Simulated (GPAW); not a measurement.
Consider Sc on a B site (antisite) in ScB2.

```cif
data_structure
_symmetry_space_group_name_H-M 'P 1'
_symmetry_Int_Tables_number 1
_cell_length_a 6.3000
_cell_length_b 6.3000
_cell_length_c 7.0400
_cell_angle_alpha 90.000
_cell_angle_beta 90.000
_cell_angle_gamma 60.000
_cell_volume 241.98
loop_
_atom_site_label
_atom_site_type_symbol
_atom_site_fract_x
_atom_site_fract_y
_atom_site_fract_z
_atom_site_occupancy
Sc1 Sc 0.99282 0.01481 0.01204 1
Sc2 Sc 0.50097 0.99948 0.01488 1
Sc3 Sc 0.99295 0.01360 0.48976 1
Sc4 Sc 0.99231 0.49192 0.01293 1
Sc5 Sc 0.49941 0.99985 0.48667 1
Sc6 Sc 0.51588 0.49211 0.01312 1
Sc7 Sc 0.99255 0.49288 0.48921 1
Sc8 Sc 0.51513 0.49242 0.48865 1
Sc9 Sc 0.16959 0.66287 0.75328 1
B10 B 0.67108 0.65787 0.75114 1
B11 B 0.16673 0.66642 0.25030 1
B12 B 0.15635 0.17211 0.75093 1
B13 B 0.66464 0.67086 0.25088 1
B14 B 0.67120 0.17220 0.75057 1
B15 B 0.17102 0.16418 0.25070 1
B16 B 0.66481 0.16404 0.25085 1
B17 B 0.77282 0.86443 0.74891 1
B18 B 0.36354 0.86527 0.75189 1
B19 B 0.83398 0.83286 0.25057 1
B20 B 0.83291 0.33410 0.75059 1
B21 B 0.33309 0.83293 0.25069 1
B22 B 0.36613 0.26734 0.75098 1
B23 B 0.83376 0.33273 0.25091 1
B24 B 0.33317 0.33351 0.25071 1
```

Absorber: atom 9, with 3 B at 2.16 Å (trigonal planar; the defect atom itself). Method: GPAW, LDA, excited-electron core hole (neutral cell), 24-atom cell with 6.3 Å between holes, 4×4×3 k points, dipole transitions, Gaussian full width 0.9 eV up to 4 eV, rising linearly to 3.5 eV at 25 eV.

Q: Where do the maxima of the Sc K edge fall?

Main maxima up to 27 eV above the zero (height): 0.5 eV (1.81), 1.6 eV (1.80), 3.4 eV (1.16), 5.8 eV (0.91), 9.4 eV (0.66) and 21.6 eV (1.70). A K edge sees empty p states, which here mix into the lowest empty bands, so that weight starts at the zero. The total-energy difference is 4492.21 eV. One term is added: -21.68 eV, since the hole is spin-paired here and a spin-polarised one costs that much less in the free atom (computed apart). The photon energy is then 4470.53 eV. The tabulated edge of the element is 4492 eV. The functional leaves an error in such absolute values: in the free atom LDA prices this hole 12.5 eV below PBE (computed apart), and PBE is itself good to a few eV.

The Sc K spectrum (energy from the lowest empty level; intensity scaled to a mean of 1 over the first 20 eV):

```
E (eV)  isotropic  ε ∥ x  ε ∥ z
  -2.0       0.00   0.00   0.00
  -1.5       0.00   0.00   0.00
  -1.0       0.01   0.02   0.00
  -0.5       0.23   0.30   0.08
   0.0       1.17   1.37   0.76
   0.5       1.81   1.67   2.08
   1.0       1.48   1.34   1.77
   1.5       1.78   2.12   1.08
   2.0       1.45   1.60   1.14
   2.5       1.03   0.82   1.45
   3.0       1.09   0.92   1.43
   3.5       1.15   1.04   1.35
   4.0       0.97   0.96   1.00
   4.5       0.82   0.87   0.73
   5.0       0.80   0.93   0.53
   5.5       0.87   1.03   0.53
   6.0       0.89   0.99   0.68
   6.5       0.69   0.67   0.73
   7.0       0.54   0.42   0.77
   7.5       0.52   0.33   0.91
   8.0       0.54   0.29   1.06
   8.5       0.57   0.26   1.18
   9.0       0.63   0.27   1.35
   9.5       0.65   0.33   1.31
  10.0       0.61   0.43   0.98
  10.5       0.60   0.56   0.67
  11.0       0.62   0.66   0.52
  11.5       0.61   0.70   0.44
  12.0       0.61   0.70   0.40
  12.5       0.63   0.72   0.43
  13.0       0.69   0.75   0.54
  13.5       0.77   0.79   0.70
  14.0       0.84   0.83   0.86
  14.5       0.91   0.87   0.98
  15.0       0.97   0.92   1.05
  15.5       1.03   1.00   1.10
  16.0       1.12   1.09   1.17
  16.5       1.22   1.18   1.32
  17.0       1.33   1.21   1.58
  17.5       1.43   1.19   1.93
  18.0       1.52   1.15   2.27
  18.5       1.58   1.14   2.47
  19.0       1.60   1.20   2.44
  19.5       1.61   1.34   2.19
  20.0       1.62   1.52   1.85
  20.5       1.65   1.72   1.54
  21.0       1.68   1.86   1.34
  21.5       1.70   1.92   1.26
  22.0       1.69   1.91   1.26
  22.5       1.67   1.86   1.29
  23.0       1.63   1.79   1.32
  23.5       1.60   1.73   1.34
  24.0       1.58   1.70   1.32
  24.5       1.55   1.68   1.26
  25.0       1.51   1.66   1.18
  25.5       1.46   1.63   1.10
  26.0       1.40   1.58   1.01
  26.5       1.33   1.52   0.94
  27.0       1.27   1.45   0.88
  27.5       1.21   1.38   0.84
```

Quadrupole 1s→3d transitions, which feed the pre-edge, are not in the dipole spectrum. The first peak sits at the Fermi energy, where the partly filled level is cut, so its height is uncertain. In so small a cell the defects form an ordered array, and no site is far from one. The holes are only 6.3 Å apart, so the shape is probably not converged with cell size; no larger cell was run here. The mesh is coarse (0.30 Å⁻¹ between points), so small maxima may be mesh ripples. Lifetime broadening is put in by hand, and intensities beyond about 20 eV depend on it and on the partial waves.

[Banner, clock and machine lines of the logs are left out without a mark of their own.]

[Logs are printed without paths, hosts, clocks, repeated set-up lines and the standing remarks that a program may print on its own settings, such as how far it seeks lower states.]

[Hosts, paths, dates, database ids (printed as entryN), source tags and the programs' standing remarks are cut or masked in the printed files.]

[Lists of maxima count a maximum above −3 eV only where it reaches 4 % of the highest in the window and stands out from its surroundings by 2 % of it (1.5 % where it reaches 55 %); shoulders and weaker maxima are passed over, and of the rest the first, up to two pre-edge ones and the few strongest are named.]
